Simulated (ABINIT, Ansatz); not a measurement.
Planning a run of ABINIT 10.8.3 on CsCaBr3 (Pm-3m). The input:

```
acell 3*1.0 Angstrom
rprim 
  5.708665730000 0.000000000000 0.000000000000
  0.000000000000 5.708665730000 0.000000000000
  0.000000000000 0.000000000000 5.708665730000
ntypat 3
znucl 55 20 35
natom 5
typat 1 2 3 3 3
xred 
  0.000000000000 0.000000000000 0.000000000000
  0.500000000000 0.500000000000 0.500000000000
  0.500000000000 0.000000000000 0.500000000000
  0.000000000000 0.500000000000 0.500000000000
  0.500000000000 0.500000000000 0.000000000000
pp_dirpath "pseudos"
pseudos "Cs.upf, Ca.upf, Br.upf"
ecut 30
ngkpt 2 2 2
nshiftk 1
shiftk 0 0 0
kptopt 1
chksymbreak 0
istwfk *1
occopt 1
irdwfk 1
optdriver 4
nband 246
gwcalctyp 2
ecutsigx 30
symsigma 1
nkptgw 2
kptgw 
  0.5000000000 0.5000000000 0.5000000000
  0.0000000000 0.0000000000 0.0000000000
bdgw 
  18 23
  18 24
ecuteps 5.2
irdscr 1
indata_prefix "in"
outdata_prefix "out"
tmpdata_prefix "tmp"
```

```sh
OMP_NUM_THREADS=1 mpirun -n 4 abinit run.abi > log
```

**Question.** How long will it take on 4 MPI ranks of Arm Neoverse V1, shared host, and how much memory?

It took 47 s; on shared hardware allow 24 s to 94 s. Peak host memory was 3.8 GiB.

[Paths, hosts, dates, memory and timing lines, banners, echoed tables and standing remarks are left out of the program output.]

[Logs are printed without paths, hosts, clocks, repeated set-up lines and the standing remarks that a program may print on its own settings, such as how far it seeks lower states.]

[Runs of the session that timed out or met a known fault of the program may be left out.]

[Hosts, paths, dates, database ids (printed as entryN), source tags and the programs' standing remarks are cut or masked in the printed files.]

[G0W0 gaps are taken among the corrected bands and points alone; a level outside them can change the order at an edge.]

[Where Ansatz stands beside ABINIT at settings called matched, ABINIT's density can come from a denser mesh and the files from another edition; pairs whose starting gaps differed by over 0.03 eV were left out, so agreement reads better than it is.]
